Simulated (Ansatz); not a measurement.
# LiZn: which shell does photoemission see at 21.2 and 8047.8 eV? (r²SCAN)

The valence band of LiZn mixes several shells. Work out by hand which one leads the spectrum's area at each photon energy.

Filled states come from the projected DOS of Ansatz 0.2.0 (r²SCAN, plane waves); cross sections σ and asymmetry parameters β are those of free atoms in a Dirac–Hartree–Slater calculation. A shell's area is states × σ × angular factor, which is 1 + β·P₂(cos θ) for linear light, with θ = 0° from the polarisation and P₂ = 1.000.

**At 21.2 eV** (states counted from 9.4 eV below the zero; other shells add 0.35 to the products' sum of 11.1):

```
shell  filled states a cell  cross section (Mb an electron)     β  angular factor  product  share by hand (%)  share in the simulated spectrum (%)
Zn 4s                  2.83                          0.0176  1.92            2.92    0.146                  1                                    1
Zn 3d                 19.95                           0.394  0.01            1.01     7.97                 72                                   72
Li 2s                  1.86                           0.473  2.00            3.00     2.63                 24                                   24
```

**At 8047.8 eV** (states counted from 9.4 eV below the zero; other shells add 1.1e-06 to the products' sum of 0.000138):

| shell | filled states a cell | cross section (Mb an electron) | β | angular factor | product | share by hand (%) | share in the simulated spectrum (%) |
| --- | --- | --- | --- | --- | --- | --- | --- |
| Zn 4s | 2.83 | 1.1e-05 | 2.00 | 3.00 | 9.36e-05 | 68 | 68 |
| Zn 3d | 19.95 | 1.53e-06 | 0.41 | 1.41 | 4.31e-05 | 31 | 31 |
| Li 2s | 1.86 | 4.63e-08 | 2.00 | 3.00 | 2.58e-07 | 0 | 0 |

Zn 3d leads at 21.2 eV and Zn 4s at 8047.8 eV. Between the two energies σ of Zn 3d changes by a factor 3.9e-6 and that of Zn 4s by 6.3e-4, so their ratio moves 162-fold in favour of the second. The simulated spectrum uses the same rule on the energy-resolved DOS, so the two share columns agree within a few points.

Only crystals where the two columns agree within 4 points and the lead is clear are worked in this form. Free-atom cross sections ignore the solid's final states, no escape depth or background enters, and the count of states a shell hangs on the projection.

[Logs are printed without paths, hosts, clocks, repeated set-up lines and the standing remarks that a program may print on its own settings, such as how far it seeks lower states.]
